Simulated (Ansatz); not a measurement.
An input for Ansatz 0.2.0 (GaCuSe2 (I-42d)):

```yaml
crystal:
  lattice:
    - [-2.80955, 2.80955, 5.513]
    - [2.80955, -2.80955, 5.513]
    - [2.80955, 2.80955, -5.513]
  atoms:
    - { symbol: Ga, position: [0.5, 0.5, 0.0] }
    - { symbol: Ga, position: [0.25, 0.75, 0.5] }
    - { symbol: Cu, position: [0.0, 0.0, 0.0] }
    - { symbol: Cu, position: [0.75, 0.25, 0.5] }
    - { symbol: Se, position: [0.375, 0.37562, 0.50062] }
    - { symbol: Se, position: [0.62438, 0.125, 0.99938] }
    - { symbol: Se, position: [0.875, 0.87438, 0.49938] }
    - { symbol: Se, position: [0.12562, 0.625, 0.00062] }
kpoints:
  mp_grid: { grid: [6, 6, 6] }
  band_path:
    path:
      - [0.0, 0.0, 0.0]
      - [0.0, 0.0, 0.5]
      - [0.25, 0.25, 0.25]
      - [0.0, 0.5, 0.0]
      - [0.5, 0.5, -0.5]
      - [0.31492883, 0.68507117, -0.31492883]
      - [-0.31492883, 0.31492883, 0.31492883]
      - [-0.12985765, 0.12985765, 0.5]
    npoints: 1
hamiltonian:
  xc: r2scan
  pseudopotentials: { kind: paw_fr, azcp: { folder: soft_1 } }
scf:
  occupations: { method: fermi_dirac, width: 0.02 }
  n_extra_bands: 12
magnetization:
  noncollinear: true
  spin_orbit: true
output:
  eigenvalues: true
  forces: true
  stress: true
  write_density: true
  write_potential: true
  elf: true
  volumetric_format: npy
```

```sh
ansatz run input.yaml --threads 3 --pin off --max-ram 92160MiB --backend cuda --events-out ev --progress --plain --runs-dir out --devices 1 --max-vram 13GiB
```

Q: Estimate wall time and host memory on 1 × NVIDIA H100 80GB HBM3 (shared by 6 runs) with 3 threads of AMD EPYC 7R13 (Zen 3), shared host.

It took 26 s; on shared hardware allow 13 s to 51 s. Peak host memory was 2.2 GiB. The sizes that set the cost: 4429 plane waves a state, 30 irreducible k points and 12 SCF cycles.

[Paths, hosts, dates, memory and timing lines, banners, echoed tables and standing remarks are left out of the program output.]

[Logs are printed without paths, hosts, clocks, repeated set-up lines and the standing remarks that a program may print on its own settings, such as how far it seeks lower states.]

[Runs of the session that timed out or met a known fault of the program may be left out.]

[Cells called generated may have been cut or substituted from an entry of the Crystallography Open Database or the Materials Project.]

[Hosts, paths, dates, database ids (printed as entryN), source tags and the programs' standing remarks are cut or masked in the printed files.]
